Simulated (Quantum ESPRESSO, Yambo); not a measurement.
Planning a run of Quantum ESPRESSO 7.5 on InSe (GaSe-type monolayer). The input:

```
&control
  calculation = 'scf'
  prefix = 'x'
  outdir = 'o'
  pseudo_dir = 'pseudo'
/
&system
  ibrav = 0
  nat = 4
  ntyp = 2
  ecutwfc = 104.0
  nbnd = 51
  force_symmorphic = .true.
/
&electrons
  conv_thr = 1e-10
  electron_maxstep = 80
  mixing_beta = 0.5
/
ATOMIC_SPECIES
  In 114.82 In.upf
  Se 78.971 Se.upf
CELL_PARAMETERS angstrom
  4.0881429061 -0.0000000000 0.0000000000
  -2.0440714530 3.5404356110 0.0000000000
  0.0000000000 0.0000000000 19.0000000000
ATOMIC_POSITIONS crystal
  In 0.3333333333 0.6666666667 0.5743530560
  In 0.3333333333 0.6666666667 0.4256469440
  Se 0.6666666667 0.3333333333 0.6413632607
  Se 0.6666666667 0.3333333333 0.3586367393
K_POINTS automatic
  9 9 1 0 0 0
```

```sh
OMP_NUM_THREADS=1 mpirun -n 4 pw.x -nk 4 -in pw.in > pw.out
```

Question: Estimate wall time and host memory on 4 MPI ranks of Arm Neoverse V1, shared host.

It took 2.3 min; on shared hardware allow 69 s to 4.6 min. Peak host memory was 1.7 GiB.

[Paths, hosts, dates, memory and timing lines, banners, echoed tables and standing remarks are left out of the program output.]

[Logs are printed without paths, hosts, clocks, repeated set-up lines and the standing remarks that a program may print on its own settings, such as how far it seeks lower states.]

[Runs of the session that timed out or met a known fault of the program may be left out.]

[Hosts, paths, dates, database ids (printed as entryN), source tags and the programs' standing remarks are cut or masked in the printed files.]
